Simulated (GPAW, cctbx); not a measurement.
# Ti2BiAs2: what bonding does to one electron reflection, worked out

Ti2BiAs2, I4/mmm (no. 139), a = 4.7647 Å, b = 4.7647 Å, c = 8.9922 Å, α = 90.00°, β = 90.00°, γ = 90.00°.

```csv
atom,mult.,x,y,z
Bi1,2,0,0,0
As1,4,1/2,1/2,0.1404
Ti1,4,1/2,0,1/4
```

The start was made by putting kin elements into a known structure type; the compound need not exist, or be stable, in this form.

A DFT run (GPAW, PBE, 450 eV, 6×6×6 k-points, Fermi–Dirac width 0.1 eV) gives the static X-ray structure factor of 002 as 54.836 e for the conventional cell; superposed free atoms give 55.806 e. **Problem.** Find the Fourier component V of the crystal potential and the two-beam extinction distance at 80 kV in both cases.

### 1. Geometry

The cell volume is Ω = 204.15 Å³ and d(002) = 4.4961 Å, so g = 1/d = 0.2224 Å⁻¹.

### 2. The nuclei

Electrons feel nuclei as well as electrons, so the nuclear charges are summed with the same phases.

Phase sums Σ exp(2πi h·x), turned so that the total is real and positive: Bi +2.000, As -0.771, Ti -4.000. Then F_Z = 83 × (+2.000) + 33 × (-0.771) + 22 × (-4.000) = 52.57 e. The electron term has the same sign for this reflection.

### 3. Mott–Bethe

Poisson's equation, term by term, gives V = (e/4πε₀)(F_Z − F)/(πΩg²), with e/4πε₀ = 14.3996 V Å.

The prefactor is 14.3996 × 4.4961²/(π × 204.15) = 0.45387 V per electron. Free atoms: (52.57 − 55.806) × 0.45387 = -1.468 V. Crystal: (52.57 − 54.836) × 0.45387 = -1.028 V. F changes by -1.74 % and V by -30.0 %: the same 0.97 e is measured against F_Z − F = -3.2 e in place of F = 55.8 e.

### 4. Extinction distance

In the two-beam case ξ = 1/(λU) with U = 2γm₀eV/h², that is ξ = 150.41 V Å²/(γλV).

At 80 kV, λ = 0.04176 Å and γ = 1.1566. Free atoms: ξ = 2122 Å. Crystal: ξ = 3031 Å. The thickness fringes go as sin²(πt/ξ), so the two patterns slip by a quarter of a period when t|1/ξ₁ − 1/ξ₀| = 1/4, at t ≈ 177 nm. Thermal motion, absorption and many-beam coupling, left out here, change a real pattern.

### 5. Answer

V(002) is -1.03 V against -1.47 V, and ξ is 3031 against 2122 Å. Limits: static atoms, two beams.

[Outputs are excerpts: Python notices, other lines and further rows are left out; steps that failed or that the build refused (PBEsol, TPSS) are not shown.]

[Logs are printed without paths, hosts, clocks, repeated set-up lines and the standing remarks that a program may print on its own settings, such as how far it seeks lower states.]
